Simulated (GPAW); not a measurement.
```cif
data_csh
_symmetry_space_group_name_H-M 'Pm-3m'
_symmetry_Int_Tables_number 221
_cell_length_a 3.8184
_cell_length_b 3.8184
_cell_length_c 3.8184
_cell_angle_alpha 90.000
_cell_angle_beta 90.000
_cell_angle_gamma 90.000
_cell_volume 55.67
loop_
_atom_site_label
_atom_site_type_symbol
_atom_site_symmetry_multiplicity
_atom_site_Wyckoff_symbol
_atom_site_fract_x
_atom_site_fract_y
_atom_site_fract_z
_atom_site_occupancy
Cs1 Cs 1 a 0.00000 0.00000 0.00000 1
H1 H 1 b 0.50000 0.50000 0.50000 1
_calc_subject 'A GW chain in GPAW: CsH (Pm-3m)'
_calc_method 'DFT, LDA, plane waves, PAW (and 1 further level or step)'
_calc_program 'GPAW 26.7.0'
_calc_settings_of_one_run 'cutoff 600 eV, GPAW PAW setups 1.2.1 data release, 4×4×4 k-mesh, nbands 186'
_calc_cost '3 runs, 76 s in all on 4 MPI ranks of Arm Neoverse V2, shared host (the runs of this entry)'
_calc_notes 'The cell and positions are those that the Materials Project relaxed with its own functionals (PBE, PBE+U or r2SCAN), kept fixed. Limits: no spin-orbit coupling. Bands and cutoff are finite, so the gap is not at the basis limit. The miss can reach some tenths of an eV and take either sign; the mesh is an error of its own. The 4×4×4 mesh is coarse for this cell, which bears on the long-range parts of exchange and screening.'
_calc_lda_gap '2.27 eV, indirect'
_calc_g0w0_gap_on_the_mesh '4.49 eV'
_calc_gw_settings '4×4×4 mesh, 176 bands, screening to 125 eV, Godby-Needs plasmon pole'
_calc_known_limits 'not at the basis limit; no spin-orbit coupling; coarse k mesh'
```

[Paths, hosts, dates, memory and timing lines, banners, echoed tables and standing remarks are left out of the program output.]

[Logs are printed without paths, hosts, clocks, repeated set-up lines and the standing remarks that a program may print on its own settings, such as how far it seeks lower states.]

[Runs of the session that timed out or met a known fault of the program may be left out.]

[Hosts, paths, dates, database ids (printed as entryN), source tags and the programs' standing remarks are cut or masked in the printed files.]
